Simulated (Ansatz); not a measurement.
# A thicker film of BN (10-10) from four thinner ones

In a field along its normal an insulating film takes a dipole p. Written as a length, p/(ε₀AE), it should grow by 1 − 1/ε for each ångström added.

How it was computed: Ansatz 0.2.0, plane waves with PAW datasets (its set soft_2), PBE; wurtzite films relaxed at a bulk in-plane lattice constant near the measured one, then held in weak fields of both signs with a dipole correction (A is the cell's area, E the outer field).

```tsv
run	distance between the outer atoms (Å)	p/(ε₀AE) (Å)
3 units	5.071	6.022
4 units	7.264	7.693
5 units	9.477	9.413
6 units	11.690	11.139
8 units	16.117	?
```

Q: Estimate the withheld value from the rows shown.

A least-squares line through the 4 rows shown has slope 0.7735 and intercept 2.0883; no row lies more than 0.014 Å off it. That slope means ε = 1/(1 − 0.7735) = 4.42. At 16.117 it gives 0.7735 × 16.117 + 2.0883 = 14.555 Å, beyond the rows fitted. Rounding and scatter of the rows alone allow about ±0.033 Å there.

The run itself gives 14.596 Å: a miss of +0.041 Å, or 0.3 % of the value. The length is met to within 1 %, though ε is more sensitive than the length: the two thickest films give ε = 4.56.

Caveats: This is the electronic response alone. A unit is one step of the cut along the normal (a plane, a pair of planes or a cell), and the layers relax along it, away from their bulk spacing where the functional's lattice constant differs from the one held.

[Logs are printed without paths, hosts, clocks, repeated set-up lines and the standing remarks that a program may print on its own settings, such as how far it seeks lower states.]
